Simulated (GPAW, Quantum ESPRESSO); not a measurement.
Consider CuAu (P4/mmm).

```cif
data_structure
_symmetry_space_group_name_H-M 'P 1'
_symmetry_Int_Tables_number 1
_cell_length_a 2.8107
_cell_length_b 2.8107
_cell_length_c 3.6850
_cell_angle_alpha 90.000
_cell_angle_beta 90.000
_cell_angle_gamma 90.000
_cell_volume 29.11
loop_
_atom_site_label
_atom_site_type_symbol
_atom_site_fract_x
_atom_site_fract_y
_atom_site_fract_z
_atom_site_occupancy
Au1 Au 0.00000 0.00000 0.00000 1
Cu2 Cu 0.50000 0.50000 0.50000 1
```

Absorber: atom 2, with 8 Au at 2.71 Å and 4 Cu at 2.81 Å (distorted cuboctahedral, site symmetry 4/mmm). Method: GPAW, PBE, excited-electron core hole (neutral cell), 8-atom cell with 5.4 Å between holes, 8×8×8 k points, dipole transitions, Gaussian full width 0.9 eV up to 4 eV, rising linearly to 3.5 eV at 25 eV, without spin-orbit coupling.

The database entry behind the starting cell is an old determination (1936), so it need not match the best structure at ambient conditions.

Question: Where do the maxima of the Cu L₃ edge fall?

Main maxima up to 30 eV above the zero (height): 3.6 eV (0.82), 5.5 eV (0.89), 9.9 eV (1.20), 18.7 eV (1.36) and 26.8 eV (1.69). At an L edge the dipole rule selects empty d and s states; the absorber's d shell is nominally full, so the onset shows only d character mixed into the empty bands. The total-energy difference is 938.10 eV. Two terms are added: -2.06 eV, since the hole is spin-paired here and a spin-polarised one costs that much less in the free atom (computed apart); −6.53 eV, a third of the tabulated L₂–L₃ splitting, since the scalar-relativistic hole is their mean. The photon energy is then 929.51 eV. The tabulated edge of the element is 932.7 eV. The functional leaves an error of a few eV in such absolute values.

The Cu L₃ spectrum (energy from the lowest empty level; intensity scaled to a mean of 1 over the first 20 eV; polarised curves are means over the symmetry-equivalent atoms):

```
E (eV)  isotropic  ε ⊥ c  ε ∥ c
 -2.00       0.00   0.00   0.00
 -1.25       0.00   0.00   0.00
 -0.50       0.04   0.04   0.04
  0.25       0.36   0.37   0.34
  1.00       0.53   0.54   0.50
  1.75       0.55   0.56   0.52
  2.50       0.60   0.58   0.63
  3.25       0.78   0.75   0.86
  4.00       0.79   0.78   0.80
  4.75       0.80   0.81   0.79
  5.50       0.89   0.94   0.80
  6.25       0.84   0.88   0.76
  7.00       0.84   0.88   0.75
  7.75       0.92   0.96   0.84
  8.50       1.06   1.06   1.05
  9.25       1.17   1.15   1.23
 10.00       1.20   1.17   1.27
 10.75       1.16   1.13   1.22
 11.50       1.12   1.09   1.19
 12.25       1.11   1.07   1.18
 13.00       1.10   1.08   1.14
 13.75       1.13   1.14   1.10
 14.50       1.16   1.20   1.07
 15.25       1.18   1.24   1.07
 16.00       1.18   1.22   1.10
 16.75       1.19   1.20   1.18
 17.50       1.26   1.22   1.33
 18.25       1.34   1.28   1.46
 19.00       1.35   1.29   1.48
 19.75       1.27   1.23   1.36
 20.50       1.17   1.15   1.22
 21.25       1.14   1.14   1.14
 22.00       1.19   1.21   1.15
 22.75       1.29   1.33   1.22
 23.50       1.41   1.44   1.34
 24.25       1.51   1.52   1.47
 25.00       1.58   1.58   1.60
 25.75       1.65   1.62   1.70
 26.50       1.69   1.65   1.76
 27.25       1.68   1.64   1.75
 28.00       1.61   1.58   1.66
 28.75       1.49   1.48   1.51
 29.50       1.37   1.38   1.35
 30.25       1.28   1.31   1.23
 31.00       1.23   1.27   1.16
 31.75       1.21   1.25   1.12
```

Only the L₃ part is meant: spin–orbit coupling of the core level isn't computed and the L₂ copy isn't added. The holes are only 5.4 Å apart, so the shape is probably not converged with cell size; no larger cell was run here. Lifetime broadening is put in by hand, and intensities beyond about 20 eV depend on it and on the partial waves. The structure is a published determination, not relaxed.

[Banner, clock and machine lines of the logs are left out without a mark of their own.]

[Logs are printed without paths, hosts, clocks, repeated set-up lines and the standing remarks that a program may print on its own settings, such as how far it seeks lower states.]

[Hosts, paths, dates, database ids (printed as entryN), source tags and the programs' standing remarks are cut or masked in the printed files.]

[Lists of maxima count a maximum above −3 eV only where it reaches 4 % of the highest in the window and stands out from its surroundings by 2 % of it (1.5 % where it reaches 55 %); shoulders and weaker maxima are passed over, and of the rest the first, up to two pre-edge ones and the few strongest are named.]
